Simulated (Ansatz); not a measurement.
# Resistivity from frozen vibrations: V(100) with 4 thermally displaced layers, 2x2

Wanted: the phonon-limited resistivity of V at 500 K by the Landauer route. The measured value for the pure metal at this temperature is 34.8 µΩ cm (CRC Handbook of Chemistry and Physics, 84th ed., 2003, Electrical Resistivity of Pure Metals).

Method: Ansatz plane-wave DFT, PBE, PAW files; ballistic transport by layer matching (Landauer), zero bias; PAW set soft_1, in Ansatz 0.2.0.

**1. The structure**

The cell holds 56 atoms: 56 V. Its edges and angles: a = 6.052 Å, b = 6.052 Å, c = 21.182 Å, α = 90.0°, β = 90.0°, γ = 90.0°. It derives from V. Regions: lead, 40 atoms (40 V); scattering region, 16 atoms (16 V). The structure is stacked along c, and the current runs across the ab planes.

**2. With 4 displaced layers**

Each atom of 4 layers is moved at random, by amounts drawn from a normal law 0.1002 Å wide in each direction from the Debye model (380 K) at 500 K. The layers about the cell's end stay perfect and serve as the lead. Disorder leaves little or no symmetry, which makes such runs dear. Energies from -0.05 to 0.05 eV in steps of 0.05 eV are too few for the program's thermal sum, so it prints no conductance; for a metal the transmission near the Fermi level serves, at a fraction of the cost.

The input, input.yaml:

```yaml
crystal:
  lattice:
    - [6.052, 0.0, 0.0]
    - [0.0, 6.052, 0.0]
    - [0.0, 0.0, 21.182]
  atoms:
    - { symbol: V, position: [0.0, 0.0, 0.0357142857] }
    - { symbol: V, position: [0.0, 0.5, 0.0357142857] }
    - { symbol: V, position: [0.5, 0.0, 0.0357142857] }
    - { symbol: V, position: [0.5, 0.5, 0.0357142857] }
    - { symbol: V, position: [0.25, 0.25, 0.1071428571] }
    - { symbol: V, position: [0.25, 0.75, 0.1071428571] }
    - { symbol: V, position: [0.75, 0.25, 0.1071428571] }
    - { symbol: V, position: [0.75, 0.75, 0.1071428571] }
    - { symbol: V, position: [0.0, 0.0, 0.1785714286] }
    - { symbol: V, position: [0.0, 0.5, 0.1785714286] }
    - { symbol: V, position: [0.5, 0.0, 0.1785714286] }
    - { symbol: V, position: [0.5, 0.5, 0.1785714286] }
    - { symbol: V, position: [0.25, 0.25, 0.25] }
    - { symbol: V, position: [0.25, 0.75, 0.25] }
    - { symbol: V, position: [0.75, 0.25, 0.25] }
    - { symbol: V, position: [0.75, 0.75, 0.25] }
    - { symbol: V, position: [0.0, 0.0, 0.3214285714] }
    - { symbol: V, position: [0.0, 0.5, 0.3214285714] }
    - { symbol: V, position: [0.5, 0.0, 0.3214285714] }
    - { symbol: V, position: [0.5, 0.5, 0.3214285714] }
    - { symbol: V, position: [0.2520826352, 0.2478117732, 0.3958880468] }
    - { symbol: V, position: [0.2517375988, 0.7411270027, 0.39456845] }
    - { symbol: V, position: [0.7715998702, 0.2656877494, 0.3895266018] }
    - { symbol: V, position: [0.7290391575, 0.7396758842, 0.3930527247] }
    - { symbol: V, position: [0.9614874531, 0.9963758655, 0.4583892389] }
    - { symbol: V, position: [0.9878704914, 0.4909847216, 0.4627887725] }
    - { symbol: V, position: [0.5068183787, 0.017268522, 0.4636774032] }
    - { symbol: V, position: [0.5226345342, 0.4889815045, 0.4659492926] }
    - { symbol: V, position: [0.2649653665, 0.2515572495, 0.5321955551] }
    - { symbol: V, position: [0.2347322486, 0.7424180843, 0.5367563948] }
    - { symbol: V, position: [0.7332763643, 0.2465351495, 0.5349607276] }
    - { symbol: V, position: [0.7589587377, 0.7535556818, 0.5373961446] }
    - { symbol: V, position: [0.9891697756, 0.9978530387, 0.6108531481] }
    - { symbol: V, position: [0.024737667, 0.4791444393, 0.6143077467] }
    - { symbol: V, position: [0.5222935072, 0.0129418898, 0.6083944363] }
    - { symbol: V, position: [0.494800083, 0.5241511169, 0.6164200972] }
    - { symbol: V, position: [0.25, 0.25, 0.6785714286] }
    - { symbol: V, position: [0.25, 0.75, 0.6785714286] }
    - { symbol: V, position: [0.75, 0.25, 0.6785714286] }
    - { symbol: V, position: [0.75, 0.75, 0.6785714286] }
    - { symbol: V, position: [0.0, 0.0, 0.75] }
    - { symbol: V, position: [0.0, 0.5, 0.75] }
    - { symbol: V, position: [0.5, 0.0, 0.75] }
    - { symbol: V, position: [0.5, 0.5, 0.75] }
    - { symbol: V, position: [0.25, 0.25, 0.8214285714] }
    - { symbol: V, position: [0.25, 0.75, 0.8214285714] }
    - { symbol: V, position: [0.75, 0.25, 0.8214285714] }
    - { symbol: V, position: [0.75, 0.75, 0.8214285714] }
    - { symbol: V, position: [0.0, 0.0, 0.8928571429] }
    - { symbol: V, position: [0.0, 0.5, 0.8928571429] }
    - { symbol: V, position: [0.5, 0.0, 0.8928571429] }
    - { symbol: V, position: [0.5, 0.5, 0.8928571429] }
    - { symbol: V, position: [0.25, 0.25, 0.9642857143] }
    - { symbol: V, position: [0.25, 0.75, 0.9642857143] }
    - { symbol: V, position: [0.75, 0.25, 0.9642857143] }
    - { symbol: V, position: [0.75, 0.75, 0.9642857143] }
kpoints:
  mp_grid: { grid: [4, 4, 1] }
hamiltonian:
  xc: pbe
  pseudopotentials: { kind: paw, azcp: { folder: soft_1 } }
scf:
  occupations: { method: fermi_dirac, width: 0.1 }
output:
  transmission: { leads: [[0, 4]], kmesh: [8, 8], e_range: [-0.05, 0.05], de: 0.05 }
  write_potential: true
  write_density: true
  volumetric_format: npy
  elf: true
```

Launch:

```bash
> ansatz run input.yaml --threads 4 --pin off --max-ram 15360MiB --backend cpu --events-out ev --progress --plain --runs-dir out
```

Numbers of over 12 decimals in the logs are rounded to 6 here.

Output:

```text
Engine: ansatz 0.2.0, aarch64-unknown-linux-gnu
Pseudopotentials: kind: paw
Pseudopotential: V, paw, valence charge 13, recommended cutoff 420 eV (normal), soft_1/V.paw.azcp
Functional definition: PBE
  parameter kappa = 0.804
  parameter beta = 0.066725
  exchange = pbe_x(kappa = kappa, mu = beta*pi^2/3)
  correlation = pbe_c(beta = beta)
Crystal: 56 atoms, lattice volume = 775.827 Å³
Basis set: ecut = 420 eV, 15155 PW (Γ)
Bands: 437, of which v1, the nominal top of the filled ones, is band 364 counted from 1 (363 counted from 0)
Symmetry: 1 space group operations
Space group: P1 (ITA 1), of the structure as read, at distance tolerance 9.2e-5 Å
k-points: 10 of 16 (time reversal used)
Non-local potential: V, projectors of the file, l = 0: 3, l = 1: 2, l = 2: 3, l = 3: 1
PAW form: soft (Blöchl's): semilocal exchange-correlation on the pseudo side does not see the compensation charge
PAW one-centre angular grid: V, 590 points (default); XC on 64 Gauss nodes
Initial density: superposition of atomic densities (chi_scale 0.1, normalization cell)
Initial wavefunctions: pseudopotential atomic-orbital guess
Functional: x = pbe(κ = 0.804, μ = 0.219515), c = pbe(β = 0.066725)
SCF iter   1: F=—  HF=-163110.382983 eV  |F-HF|=—  |Δ(HF+E_count)|=         —  Δρ=8.56e-2  dr2=8.57e1  ethr=3.10e-3  ⟨swp⟩=6.2  Hψ=15719  notcnv=0
preconditioner: auto → Kerker (q_TF=auto, 2.700 Å⁻¹)  [metal: Δε(μ)=0.003 eV  Ē_g=3.248 eV  σ=0.100 eV  W_gap=0.01  n_scr=262 (ndim 8)  ℏωp=22.3 eV  f_vac=0.000  D(μ)=87.17/eV (n_scr^D=1210)]
SCF iter   2: F=—  HF=-163096.170346 eV  |F-HF|=—  |Δ(HF+E_count)|=    1.42e1  Δρ=3.09e-2  dr2=1.14e1  ethr=3.10e-3  ⟨swp⟩=3.7  Hψ=9453  notcnv=0
SCF iter   3: F=—  HF=-163095.102824 eV  |F-HF|=—  |Δ(HF+E_count)|=    1.07e0  Δρ=1.03e-2  dr2=7.63e-1  ethr=1.57e-3  ⟨swp⟩=3.2  Hψ=6426  notcnv=0
SCF iter   4: F=—  HF=-163095.172289 eV  |F-HF|=—  |Δ(HF+E_count)|=   6.95e-2  Δρ=2.87e-3  dr2=6.05e-2  ethr=1.05e-4  ⟨swp⟩=2.1  Hψ=7084  notcnv=0
SCF iter   5: F=—  HF=-163095.171113 eV  |F-HF|=—  |Δ(HF+E_count)|=   1.18e-3  Δρ=5.02e-4  dr2=4.89e-3  ethr=8.31e-6  ⟨swp⟩=2.0  Hψ=5727  notcnv=0
SCF iter   6: F=—  HF=-163095.171056 eV  |F-HF|=—  |Δ(HF+E_count)|=   5.68e-5  Δρ=1.75e-4  dr2=4.25e-4  ethr=6.71e-7  ⟨swp⟩=2.0  Hψ=5064  notcnv=0
SCF iter   7: F=—  HF=-163095.171033 eV  |F-HF|=—  |Δ(HF+E_count)|=   2.36e-5  Δρ=6.84e-5  dr2=4.43e-5  ethr=5.84e-8  ⟨swp⟩=2.0  Hψ=5596  notcnv=0
SCF iter   8: F=—  HF=-163095.171190 eV  |F-HF|=—  |Δ(HF+E_count)|=   1.57e-4  Δρ=2.59e-5  dr2=8.91e-6  ethr=6.09e-9  ⟨swp⟩=2.0  Hψ=5794  notcnv=0
SCF iter   9: F=—  HF=-163095.171189 eV  |F-HF|=—  |Δ(HF+E_count)|=   4.82e-7  Δρ=5.97e-6  dr2=3.81e-7  ethr=1.22e-9  ⟨swp⟩=2.0  Hψ=5220  notcnv=0
SCF iter  10: F=-163095.171189 eV  HF=-163095.171189 eV  |F-HF|=5.86e-8  |Δ(HF+E_count)|=   2.67e-8  Δρ=2.41e-6  dr2=6.52e-8  ethr=1.37e-11  ⟨swp⟩=9.6  Hψ=11055  notcnv=0
SCF 1 converged in 10 iterations: F = -163095.171189 eV  dr2 = 6.52e-8
  greatest PAW one-centre occupation: 1.000 electrons in one spin orbital (limit 2), on the V atom at site 43 (counted from 0), in its partial waves of l = 0
transmission: 96 of 918 steps passed
transmission: 186 of 918 steps passed
[...]
transmission: 918 of 918 steps passed
SCF converged after 10 iterations
Free energy (F): -163095.171189 eV
Harris-Foulkes:  -163095.171189 eV  (|F-HF|=5.86e-8)
Internal energy: -163091.936596 eV  (E = F + TS)
E sigma→0 (E₀):  -163093.553893 eV
Entropy (-TS):   -3.234593 eV (-57.761 meV/atom)
Fermi energy:    16.064520 eV
--- Per-component energies (eV) ---
  E_band       = -8458.843734
  E_kinetic    = 16527.737518
  E_local      = -56307.477331  (includes V_loc(G=0)·N_el)
  E_nonlocal   = 4555.568513
  E_hartree    = 23381.870791
  E_xc         = -6437.201719
  E_vxc        = -8143.178998  (∫ρ·V_xc dr)
  E_paw        = -63008.992160  (= ΣΔE_a)
  E_vpaw       = -11855.256567  (= ΣTr[D̂ρ^β])
  E_aug_tail   = 0.056037  (compensation charges beyond the density's cutoff)
  E_ewald      = -81803.498244
  E_smearing   = -3.234593  (= −TS)
  E_closure    = 0.000000  (closes the sum)
  Σ components = -163095.171189   (vs F -163095.171189, Δ=0.00e0)
--- Band table (eV; the first three rows and the last of 10) ---
  k-point 0: bands = [... 360 lower, 16.4388, 16.4429, 16.4462, 16.4516, 16.4716, 16.4790, 16.5402, 16.5812, ... 69 higher]
  k-point 1: bands = [... 360 lower, 16.2686, 16.2849, 16.3016, 16.3177, 16.3280, 16.3376, 16.3560, 16.3651, ... 69 higher]
  k-point 2: bands = [... 360 lower, 15.9546, 15.9656, 15.9742, 15.9752, 15.9812, 15.9895, 15.9963, 16.0067, ... 69 higher]
  k-point 9: bands = [... 360 lower, 15.5898, 15.5922, 15.6024, 15.6155, 15.6402, 15.6453, 15.6486, 15.6586, ... 69 higher]
--- Transmission ---
  basis      : 325 plane waves across, 27 finite elements along
  points     : 34, standing for a mesh of 8 x 8
  energies   : 3 from -0.050000 to 0.050000 eV about the Fermi level, 0.050000 eV apart; the leads are filled to 0.000000 eV, and channels, transmission and decay are at 0.000000 eV
  crystal 0  : V4, at the sites [0, 4], period 1.5130 Å, over 15.13 Å; its Hamiltonian steps by up to 2.8 meV
    offset         : up to 0.0000 Å between an atom of the period and one for which it stands
    channels       : 1.004688e1 a spin
    conductance    : none, the energies end too early or step too widely for 300 K: set another output.transmission.e_range or a lower de, or, where they end at an eighth of basis.ecutwfc, a higher one
  junction   : crystal 0 to crystal 0, 0.70 to 20.37 Å
    transmission   : 6.371286e0 a spin
    conductance    : none, the energies end too early or step too widely for 300 K: set another output.transmission.e_range or a lower de, or, where they end at an eighth of basis.ecutwfc, a higher one
```

It took 15 min on 4 threads of Arm Neoverse V1, shared host; peak memory 6.7 GiB; 48 min of CPU time.

Reading the cycles: dr2 is the Hartree energy of the density residual (eV), the measure of convergence; HF is the Harris–Foulkes estimate of the energy, which meets the free energy F at convergence.

This run has no spin polarisation, although V can carry a moment.

Numbers from this step:

- free energy: -163095.1712 eV
- energy at zero smearing: -163093.5539 eV
- Fermi energy: 16.06 eV
- cell area: 36.63 Å²
- transmission per spin nearest the Fermi level: 6.371
- open channels per spin nearest the Fermi level: 10.05
- step of the lead's potential: 2.8 meV

Per spin. The transmission, zone mean by energy, zero at the Fermi level:

| energy (eV) | transmission, zone mean |
| --- | --- |
| -0.0500 | 6.50 |
| 0.0000 | 6.37 |
| 0.0500 | 6.03 |

Per spin. The open channels, zone mean, lead by energy, zero at the Fermi level:

| energy (eV) | open channels, zone mean, lead |
| --- | --- |
| -0.0500 | 10.5 |
| 0.0000 | 10.0 |
| 0.0500 | 9.42 |

Transmission over k1 and k2. At 0.0000 eV from the Fermi level.

Ten even steps from '0' (1.64) to '9' (9.75):
```
21477730
04689863
26889896
56999996
26989886
03689864
20377741
12125212
```
Columns: k1 (b1) from -0.5 to 0.375; rows upwards: k2 (b2) from -0.5 to 0.375.

Open channels over k1 and k2. At 0.0000 eV from the Fermi level.

Ten even steps from '0' (4.0) to '9' (14.0):
```
20588850
25899985
28977798
68977798
28977798
25899985
20588850
02226222
```
Columns: k1 (b1) from -0.5 to 0.375; rows upwards: k2 (b2) from -0.5 to 0.375.

Electrostatic potential energy in the ca plane at fractional y = 0.000, with atoms of V within 0.2 Å of it. With pseudopotentials it is smooth inside the atoms' cores, unlike the true potential.

Values in eV, 9 rows by 16 columns, each cell a mean:
```
  6 -21   8   5 -21   8  -4 -22  10   6 -22   5   4 -21   9   4
 16  10  17  16  10  17  11   0  16  16   7  16  16  10  17  16
 17  14  17  17  14  17  17  12  17  16  10  16  17  14  17  17
  9 -16  10   8 -16  10   7 -17  10   6 -21   8   7 -16  11   7
  1 -23   4   1 -23   4   1 -23   6   3 -23   5   0 -23   6   0
 12  -7  13  12  -7  14  12  -4  14  14   1  15  11  -7  14  11
 17  16  18  17  16  18  18  17  18  18  18  18  17  16  18  17
 14   1  15  14   1  15  16  12  17  16   4  15  14   1  15  14
  3 -23   5   2 -23   5   1 -19  13   6 -23   4   1 -23   7   1
```
Columns run along c (16.0 Å, from fractional 0.12 to 0.88 of the cell; values clipped at the 3rd and 97th percentile), rows up along a (6.1 Å). Atoms in or near the plane, at fractional coordinates: V at (0.18, 0.00), V at (0.18, 0.50), V at (0.32, 0.00), V at (0.32, 0.50), V at (0.46, 0.96), V at (0.46, 0.51), V at (0.61, 0.99), V at (0.61, 0.52), V at (0.75, 0.00), V at (0.75, 0.50).

Valence density in the ca plane at fractional y = 0.000, with atoms of V within 0.2 Å of it. It is the smooth field of the valence electrons, not physical close to the nuclei.

Values in e/Å³, 9 rows by 16 columns, each cell a mean:
```
 1  6  1  1  6  1  2  9  0  1  7  1  1  6  0  1
 0  0  0  0  0  0  0  1  0  0  1  0  0  0  0  0
 0  0  0  0  0  0  0  0  0  0  0  0  0  0  0  0
 1  4  0  1  4  0  1  4  0  1  6  1  1  4  0  1
 1 10  1  1 10  1  1  9  1  1  9  1  1 10  1  1
 0  2  0  0  2  0  0  1  0  0  1  0  0  2  0  0
 0  0  0  0  0  0  0  0  0  0  0  0  0  0  0  0
 0  1  0  0  1  0  0  0  0  0  1  0  0  1  0  0
 1  9  1  1  9  1  1  5  0  1  8  1  1  9  1  1
```
Columns run along c (16.0 Å, from fractional 0.12 to 0.88 of the cell), rows up along a (6.1 Å). Atoms in or near the plane, at fractional coordinates: V at (0.18, 0.00), V at (0.18, 0.50), V at (0.32, 0.00), V at (0.32, 0.50), V at (0.46, 0.96), V at (0.46, 0.51), V at (0.61, 0.99), V at (0.61, 0.52), V at (0.75, 0.00), V at (0.75, 0.50).

ELF in the ca plane at fractional y = 0.000, with atoms of V within 0.2 Å of it. It is the smooth field of the valence electrons, not physical close to the nuclei.

Ten even steps from '0' (0.15) to '9' (0.71), each cell a mean:
```
30699703404998123069981152079960321799603305
51245215621453045048861264036621551255115511
64100146652000366312212565310014664100146642
56544565566434666642136655653366556544665566
55311355564212456652135655420136655311455554
62111125631110145312211464124312662111136630
40488504513786124128872152179940441588404403
20799702305998213049993041189960321799702306
30699703404998125138982152069840421699603305
51245215621453146303430364012202641255215511
64100146652001366520002565410135554100246642
56544565566435665555455555654566556544665566
55421355564213565554455555532245555312455554
62011025631110156410002455200003662011026630
40488504513886135214420363047730540588404403
20799702305998213059971151179970321799702306
```
Columns run along c (16.0 Å, from fractional 0.12 to 0.88 of the cell), rows up along a (6.1 Å). Atoms in or near the plane, at fractional coordinates: V at (0.18, 0.00), V at (0.18, 0.50), V at (0.32, 0.00), V at (0.32, 0.50), V at (0.46, 0.96), V at (0.46, 0.51), V at (0.61, 0.99), V at (0.61, 0.52), V at (0.75, 0.00), V at (0.75, 0.50).

Over the solved energies the transmission per spin lies between 6.03 and 6.50, out of 9.98 channels of the lead on average (up to 10.5).

(Continued in part 2 of 2.)

[Logs are printed without paths, hosts, clocks, repeated set-up lines and the standing remarks that a program may print on its own settings, such as how far it seeks lower states.]

[Hosts, paths, dates, database ids (printed as entryN), source tags and the programs' standing remarks are cut or masked in the printed files.]
